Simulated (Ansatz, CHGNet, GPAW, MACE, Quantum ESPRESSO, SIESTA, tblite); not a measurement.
# SIESTA runs on random packing of 64AlN-36Al2O3 (mol %) (86 atoms)

Wanted: SIESTA inputs and outputs for random packing of 64AlN-36Al2O3 (mol %) (86 atoms), checked against a plane-wave reference.

Calculated with SIESTA 5.4.2; the method is named at each step.

### Step 1. Starting point

The cell holds 86 atoms: 38 Al, 18 N and 30 O. Cell: a = 9.738 Å, b = 9.738 Å, c = 9.738 Å, α = 90.0°, β = 90.0°, γ = 90.0°. 86 atoms (38 Al, 18 N, 30 O) packed at random in a cube at 3.16 g/cm³ and pushed apart as soft spheres, cations and anions kept from their own kind; a start for melting by ab initio MD, not an equilibrated structure. Then every atom was moved at random, 0.03 Å r.m.s. a Cartesian component.

The yardstick, on the same geometry:

- method: Kohn-Sham DFT, PBE, SSSP efficiency 1.3.0 pseudopotentials, plane waves (Quantum ESPRESSO 7.5); sssp-pbe-1.3.0-efficiency, cutoffs 60/480 Ry, Γ point
- r.m.s. force component: 1.792 eV/Å
- longest force: 6.267 eV/Å
- pressure: 4.931 GPa
- time: 6.1 min on 4 MPI ranks of Arm Neoverse V2, shared host
- CPU time: 25 min

### Step 2. PBE, DZP, shift 0.01 Ry, mesh 500 Ry

Method: Kohn-Sham DFT, PBE, PseudoDojo 0.4.1 norm-conserving pseudopotentials (converted to PSML), numerical atomic orbitals (DZP), diagonalisation.

The .psml files are PseudoDojo norm-conserving potentials that we converted to this format, checked against plane waves on the same files for H, C, O, Si, Ge and Ca alone.

input.fdf reads:

```
SystemLabel cell
NumberOfAtoms 86
NumberOfSpecies 3
%block ChemicalSpeciesLabel
  1 13 Al
  2 7 N
  3 8 O
%endblock ChemicalSpeciesLabel
LatticeConstant 1.0 Ang
%block LatticeVectors
  9.73820 0.00000 0.00000
  0.00000 9.73820 0.00000
  0.00000 0.00000 9.73820
%endblock LatticeVectors
PAO.BasisSize DZP
PAO.EnergyShift 0.01 Ry
XC.Functional GGA
XC.Authors PBE
MeshCutoff 500 Ry
%block kgrid_Monkhorst_Pack
  1 0 0 0.0
  0 1 0 0.0
  0 0 1 0.0
%endblock kgrid_Monkhorst_Pack
SolutionMethod diagon
OccupationFunction FD
ElectronicTemperature 580 K
SCF.Mixer.Method Pulay
SCF.Mixer.Weight 0.15
SCF.Mixer.History 8
SCF.Mix Hamiltonian
MaxSCFIterations 300
SCF.DM.Tolerance 1e-04
SCF.H.Tolerance 1.0e-3 eV
WriteForces T
Write.HirshfeldPop T
Write.VoronoiPop T
Write.DM F
Write.H F
XML.Write F
AtomicCoordinatesFormat Fractional
%block AtomicCoordinatesAndAtomicSpecies
  0.99042 0.26924 0.26938 1
  0.04580 0.55505 0.47139 1
  0.89497 0.45027 0.75529 1
  0.84845 0.88902 0.52915 1
  0.56824 0.64796 0.68329 1
  0.46912 0.21586 0.51804 1
  0.04941 0.47437 0.04809 1
  0.28755 0.86801 0.35938 1
  0.23218 0.34453 0.71381 1
  0.28135 0.44774 0.34138 1
  0.74982 0.69687 0.40443 1
  0.84914 0.59120 0.15046 1
  0.73754 0.72334 0.86618 1
  0.69728 0.88492 0.23814 1
  0.20141 0.76778 0.12343 1
  0.66509 0.36978 0.10427 1
  0.85157 0.20407 0.80259 1
  0.21246 0.53491 0.86833 1
  0.64684 0.23741 0.34344 1
  0.43963 0.91189 0.16280 1
  0.12143 0.18333 0.93603 1
  0.19138 0.94111 0.93515 1
  0.41611 0.99856 0.75799 1
  0.66639 0.02532 0.75230 1
  0.22193 0.78037 0.74200 1
  0.64065 0.47684 0.87329 1
  0.89116 0.86639 0.02621 1
  0.60899 0.95763 0.47177 1
  0.49063 0.16805 0.15962 1
  0.88631 0.12590 0.44628 1
  0.17620 0.02439 0.19856 1
  0.97162 0.77844 0.72787 1
  0.79163 0.14605 0.03269 1
  0.19607 0.07404 0.65895 1
  0.77477 0.45927 0.34504 1
  0.29709 0.31379 0.08254 1
  0.93852 0.96144 0.25936 1
  0.39498 0.60826 0.19022 1
  0.17268 0.36933 0.94295 2
  0.45643 0.35573 0.37789 2
  0.67774 0.28724 0.86311 2
  0.49473 0.08074 0.38055 2
  0.23455 0.75110 0.93326 2
  0.34064 0.89231 0.59348 2
  0.26782 0.09626 0.04230 2
  0.81108 0.27878 0.18764 2
  0.75653 0.07001 0.58845 2
  0.33865 0.63134 0.74455 2
  0.05492 0.89164 0.13076 2
  0.54340 0.16019 0.68084 2
  0.50833 0.46130 0.16718 2
  0.47600 0.39218 0.65361 2
  0.49072 0.81632 0.77101 2
  0.45639 0.32216 0.96740 2
  0.09162 0.67469 0.61341 2
  0.68552 0.96779 0.96157 2
[... 26 atom lines left out ...]
  0.96645 0.10682 0.12000 3
  0.75859 0.77596 0.64751 3
  0.05060 0.21899 0.52318 3
  0.48620 0.54872 0.91941 3
%endblock AtomicCoordinatesAndAtomicSpecies
```

Command:

```sh
$ OMP_NUM_THREADS=1 mpirun -np 2 siesta < input.fdf > output.txt
```

Output:

```text
Version         : 5.4.2
reinit: System Name:
reinit: System Label: cell
initatom: Reading input for the pseudopotentials and atomic orbitals ----------
Species number:   1 Atomic number:   13 Label: Al
Species number:   2 Atomic number:    7 Label: N
Species number:   3 Atomic number:    8 Label: O
Ground state valence configuration (from tables):   3s02  3p01  3d00  4f00
Ground state valence configuration (from tables):   2s02  2p03  3d00  4f00
Ground state valence configuration (from tables):   2s02  2p04  3d00  4f00
---- Processing specs for species: Al
GGA--PBE XC_GGA_X_PBE--XC_GGA_C_PBE pb
---- Processing specs for species: N
GGA--PBE XC_GGA_X_PBE--XC_GGA_C_PBE pb
---- Processing specs for species: O
GGA--PBE XC_GGA_X_PBE--XC_GGA_C_PBE pb
Al pseudopotential only contains V_ls up to l=2 -- lmxkb reset.
N pseudopotential only contains V_ls up to l=1 -- lmxkb reset.
O pseudopotential only contains V_ls up to l=2 -- lmxkb reset.
Using PAO.SplitTailNorm
%block ChemicalSpeciesLabel
    1   13 Al                      # Species index, atomic number, species label
    2    7 N                       # Species index, atomic number, species label
    3    8 O                       # Species index, atomic number, species label
%endblock ChemicalSpeciesLabel
%block PAO.Basis                 # Define Basis set
Al                    2                    # Species label, number of l-shells
 n=3   0   2                         # n, l, Nzeta
   6.130      4.449
   1.000      1.000
 n=3   1   2 P   1                   # n, l, Nzeta, Polarization, NzetaPol
   7.969      5.883
[...]
N                     2                    # Species label, number of l-shells
 n=2   0   2                         # n, l, Nzeta
[...]
n=2   1   2 P   1                   # n, l, Nzeta, Polarization, NzetaPol
[...]
O                     2                    # Species label, number of l-shells
 n=2   0   2                         # n, l, Nzeta
[...]
n=2   1   2 P   1                   # n, l, Nzeta, Polarization, NzetaPol
   4.300      2.782
   1.000      1.000
%endblock PAO.Basis
coor:   Atomic-coordinates input format  =     Fractional
siesta: System type = bulk
initatomlists: Number of atoms, orbitals, and projectors:     86  1118  1218
siesta: ******************** Simulation parameters ****************************
Total number of electrons:   384.000000
Total ionic charge:   384.000000
 Kpoints in:            1 . Kpoints trimmed:            1
siesta: k-grid: Number of k-points = 1
siesta: k-points from Monkhorst-Pack grid
siesta: k-cutoff (effective) =     4.869 Ang
siesta: k-point supercell and displacements
siesta: k-grid:     1     0     0      0.000
siesta: k-grid:     0     1     0      0.000
siesta: k-grid:     0     0     1      0.000
                     ====================================
                        Single-point calculation
                     ====================================
outcell: Unit cell vectors (Ang):
        9.738200    0.000000    0.000000
        0.000000    9.738200    0.000000
        0.000000    0.000000    9.738200
outcell: Cell vector modules (Ang)   :    9.738200    9.738200    9.738200
outcell: Cell angles (23,13,12) (deg):     90.0000     90.0000     90.0000
outcell: Cell volume (Ang**3)        :    923.4982
Gamma-point calculation with interaction between periodic images
Gamma-point calculation with interaction between periodic images
Some features might not work optimally:
Some features might not work optimally:
e.g. DM initialization from atomic data
e.g. DM initialization from atomic data
new_DM -- step:     1
Initializing Density Matrix...
Attempting to read DM from file... Failed...
DM filled with atomic data:
InitMesh: MESH = 144 x 144 x 144 = 2985984
InitMesh: Mesh cutoff (required, used) =   500.000   604.324 Ry
stepf: Fermi-Dirac step function
        iscf     Eharris(eV)        E_KS(eV)     FreeEng(eV)     dDmax    Ef(eV) dHmax(eV)
   scf:    1   -20437.375086   -20799.035559   -20799.197051  1.852440 -6.321861 19.270058
   scf:    2   -20679.967349   -20845.111812   -20845.312559  1.034715 -5.451019 31.726625
   scf:    3   -20821.922327   -20897.595644   -20897.828035  1.050830 -5.542904 18.997221
[...]
scf:   31   -20922.829813   -20922.829820   -20923.126061  0.000115 -5.351076  0.000967
   scf:   32   -20922.829820   -20922.829820   -20923.126061  0.000076 -5.351066  0.000610
SCF Convergence by DM+H criterion
max |DM_out - DM_in|         :     0.0000757170
max |H_out - H_in|      (eV) :     0.0006103658
SCF cycle converged after 32 iterations
Using DM_out to compute the final energy and forces
siesta: E_KS(eV) =           -20922.8298
siesta: E_KS - E_eggbox =    -20922.8298
siesta: Atomic forces (eV/Ang):
     1    0.410680    0.391716   -0.129732
     2    0.256078   -0.842789    1.288742
     3   -0.228934    1.767229   -1.996307
[...]
85   -1.206807   -1.463104   -1.154598
    86    1.100208    0.198789   -0.837648
----------------------------------------
   Tot    0.004289   -0.000031    0.004629
----------------------------------------
   Max    5.836607
   Res    1.760875    sqrt( Sum f_i^2 / 3N )
----------------------------------------
   Max    5.836607    constrained
Stress tensor Voigt[x,y,z,yz,xz,xy] (kbar):      -47.64     -101.04      -49.53       10.64       11.42       17.05
(Free)E + p*V (eV/cell)   -20885.0433
Target enthalpy (eV/cell)   -20923.1261
siesta: Program's energy decomposition (eV):
siesta: Ebs     =     -4848.224721
siesta: Eions   =     33275.793589
siesta: Ena     =      7002.681255
siesta: Ekin    =     13281.914252
siesta: Enl     =     -2043.676838
siesta: DEna    =       104.347830
siesta: DUscf   =        21.633526
siesta: Ex      =     -5537.905259
siesta: Ec      =      -476.030996
siesta: Exc     =     -6013.936256
siesta: Eharris =    -20922.829820
siesta: Etot    =    -20922.829820
siesta: FreeEng =    -20923.126061
siesta: Final energy (eV):
siesta:  Band Struct. =   -4848.224721
siesta:       Kinetic =   13281.914252
siesta:       Hartree =    5902.844565
siesta:         Exch. =   -5537.905259
siesta:         Corr. =    -476.030996
siesta:   Exch.-corr. =   -6013.936256
siesta:  Ion-electron =  -23359.241888
siesta:       Ion-ion =  -10734.410494
siesta:         Total =  -20922.829820
siesta:         Fermi =      -5.351066
siesta: Stress tensor (static) (eV/Ang**3):
siesta:    -0.029732    0.010642    0.007129
siesta:     0.010642   -0.063065    0.006641
siesta:     0.007129    0.006640   -0.030915
siesta: Cell volume =        923.498234 Ang**3
siesta: Pressure (static):
siesta:                Solid            Molecule  Units
siesta:           0.00044913          0.00057420  Ry/Bohr**3
siesta:           0.04123753          0.05272060  eV/Ang**3
siesta:          66.06979981         84.46771495  kBar
    Orbital volume contribution        =          55.274447 eV
    (Free)E + p_basis*V_orbitals       =      -20867.851614 eV
    (Free)Eharris+ p_basis*V_orbitals  =      -20867.851614 eV
Hirshfeld Atomic Populations:
Atom #   charge [q] valence [e]  Species
     1     0.298173    2.701827  Al
     2     0.331426    2.668574  Al
     3     0.360000    2.640000  Al
[...]
39    -0.279619    5.279619  N
    40    -0.125604    5.125604  N
    41    -0.176271    5.176271  N
[...]
57    -0.194808    6.194808  O
    58    -0.199639    6.199639  O
    59    -0.175806    6.175806  O
[...]
--------------------
 Total    -0.000024
Voronoi Atomic Populations:
Atom #   charge [q] valence [e]  Species
[...]
37     0.161743    2.838257  Al
    38     0.292351    2.707649  Al
[...]
55    -0.288991    5.288991  N
    56    -0.292319    5.292319  N
[...]
85    -0.247682    6.247682  O
    86    -0.181747    6.181747  O
--------------------
 Total    -0.000024
```

Wall time 14 min (2 MPI ranks of Arm Neoverse V2, shared host); peak memory 3.2 GiB; 28 min of CPU time.

Banners, paths, timers and routine set-up lines are dropped from the logs unmarked, and long logs keep their key lines alone; longer cuts are marked.

Against the reference:

```yaml
r_m_s_force_component: 1.761 eV/Å
r_m_s_difference_of_force_components: 134.6 meV/Å
longest_difference_of_force_vectors: 414.8 meV/Å
force_difference_over_r_m_s_force: 7.507 %
slope_of_forces_against_the_reference_s: 0.9797
correlation_of_force_components: 0.9973
pressure: 6.607 GPa
pressure_difference: 1.676 GPa
```

Length of the force difference by element (eV/Å):

```csv
element,atoms,mean,most
Al,38,0.22,0.41
N,18,0.18,0.34
O,30,0.23,0.41
```

The surroundings of Al8, which bears the longest force, nearest first, numbered as they follow in the input and with coordinates relative to it.

```csv
atom,x,y,z,distance (Å),Hirshfeld charge (e),Fx,Fy,Fz (eV/Å)
Al8,0.00,0.00,0.00,0.00,0.30,0.77,-2.30,5.84
O62,0.13,-1.84,1.33,2.27,-0.16,-0.96,-0.17,-3.84
N44,0.52,0.24,2.28,2.35,-0.12,0.02,1.22,1.64
Al31,-1.08,1.52,-1.57,2.44,0.21,0.19,3.21,0.95
Al20,1.48,0.43,-1.91,2.46,0.20,0.30,-2.00,-2.22
Al15,-0.84,-0.98,-2.30,2.63,0.20,-3.63,-3.95,-0.81
O76,-2.19,1.51,0.27,2.67,-0.19,0.36,-1.10,-2.38
O75,2.14,-1.22,-1.03,2.67,-0.18,-0.02,3.67,-0.60
O66,0.01,2.37,1.33,2.72,-0.19,0.01,1.36,2.47
```

Forces lie 7.5 % from the reference's, at 1.1 times its CPU time (on 2 against 4 cores).

### Step 3. PBE, SZ, shift 0.01 Ry, mesh 500 Ry

Method: Kohn-Sham DFT, PBE, PseudoDojo 0.4.1 norm-conserving pseudopotentials (converted to PSML), numerical atomic orbitals (SZ), diagonalisation.

input.fdf: that of step 2 with these lines changed.

```diff
@@ -14,3 +14,3 @@
 %endblock LatticeVectors
-PAO.BasisSize DZP
+PAO.BasisSize SZ
 PAO.EnergyShift 0.01 Ry
```

Command:

```sh
$ OMP_NUM_THREADS=1 siesta < input.fdf > output.txt
```

Output:

```text
Version         : 5.4.2
reinit: System Name:
reinit: System Label: cell
initatom: Reading input for the pseudopotentials and atomic orbitals ----------
Species number:   1 Atomic number:   13 Label: Al
Species number:   2 Atomic number:    7 Label: N
Species number:   3 Atomic number:    8 Label: O
Ground state valence configuration (from tables):   3s02  3p01  3d00  4f00
Ground state valence configuration (from tables):   2s02  2p03  3d00  4f00
Ground state valence configuration (from tables):   2s02  2p04  3d00  4f00
---- Processing specs for species: Al
GGA--PBE XC_GGA_X_PBE--XC_GGA_C_PBE pb
---- Processing specs for species: N
GGA--PBE XC_GGA_X_PBE--XC_GGA_C_PBE pb
---- Processing specs for species: O
GGA--PBE XC_GGA_X_PBE--XC_GGA_C_PBE pb
[... lines left out ...]
Total number of electrons:   384.000000
[... lines left out ...]
stepf: Fermi-Dirac step function
        iscf     Eharris(eV)        E_KS(eV)     FreeEng(eV)     dDmax    Ef(eV) dHmax(eV)
[... lines left out ...]
SCF Convergence by DM+H criterion
[... lines left out ...]
SCF cycle converged after 35 iterations
[... lines left out ...]
   Max    7.722404
[... lines left out ...]
   Max    7.722404    constrained
Stress tensor Voigt[x,y,z,yz,xz,xy] (kbar):     -208.69     -285.30     -222.07       14.96       17.10       27.54
[... lines left out ...]
siesta: Etot    =    -20830.805228
siesta: FreeEng =    -20831.135796
siesta: Final energy (eV):
siesta:  Band Struct. =   -4551.679698
siesta:       Kinetic =   13685.404696
siesta:       Hartree =    6118.914303
siesta:         Exch. =   -5595.379831
siesta:         Corr. =    -475.280818
siesta:   Exch.-corr. =   -6070.660648
siesta:  Ion-electron =  -23830.053085
siesta:       Ion-ion =  -10734.410494
siesta:         Total =  -20830.805228
siesta:         Fermi =      -4.280145
siesta: Stress tensor (static) (eV/Ang**3):
siesta:    -0.130254    0.017190    0.010675
siesta:     0.017190   -0.178072    0.009334
siesta:     0.010675    0.009334   -0.138606
siesta: Cell volume =        923.498234 Ang**3
siesta: Pressure (static):
siesta:                Solid            Molecule  Units
siesta:           0.00162257          0.00198473  Ry/Bohr**3
siesta:           0.14897731          0.18222996  eV/Ang**3
siesta:         238.68795873        291.96458268  kBar
    Orbital volume contribution        =          26.936571 eV
    (Free)E + p_basis*V_orbitals       =      -20804.199226 eV
    (Free)Eharris+ p_basis*V_orbitals  =      -20804.199231 eV
Hirshfeld Atomic Populations:
Atom #   charge [q] valence [e]  Species
     1     0.280670    2.719330  Al
     2     0.357134    2.642866  Al
     3     0.390402    2.609598  Al
[...]
39    -0.301997    5.301997  N
    40    -0.175260    5.175260  N
    41    -0.219817    5.219817  N
[...]
57    -0.235009    6.235009  O
    58    -0.206170    6.206170  O
    59    -0.198326    6.198326  O
[...]
--------------------
 Total    -0.000027
Voronoi Atomic Populations:
Atom #   charge [q] valence [e]  Species
[...]
37     0.189139    2.810861  Al
    38     0.360461    2.639539  Al
[...]
55    -0.333738    5.333738  N
    56    -0.323045    5.323045  N
[...]
85    -0.227156    6.227156  O
    86    -0.199945    6.199945  O
--------------------
 Total    -0.000027
```

The job ended after 5.7 min (1 thread; peak memory 1.3 GiB).

Compared with the plane-wave run:

| Item | Value |
| --- | --- |
| r.m.s. force component | 1.984 eV/Å |
| r.m.s. difference of force components | 793.4 meV/Å |
| longest difference of force vectors | 2947 meV/Å |
| force difference over r.m.s. force | 44.26 % |
| slope of forces against the reference's | 1.015 |
| correlation of force components | 0.9167 |
| pressure | 23.87 GPa |
| pressure difference | 18.94 GPa |

This is a coarse setting, run to see what it loses.

Against the first run (7.5 %), the force difference from the reference is 44 %, at 0.20 times the CPU time (on 1 against 2 cores), with 344 basis functions against 1118: the smaller basis costs accuracy.

[end of part 1 of 2]

[Also dropped from logs without a mark: logging warnings of Python, and SIESTA's first energy breakdown and zero terms.]

[Logs are printed without paths, hosts, clocks, repeated set-up lines and the standing remarks that a program may print on its own settings, such as how far it seeks lower states.]

[Hosts, paths, dates, database ids (printed as entryN), source tags and the programs' standing remarks are cut or masked in the printed files.]
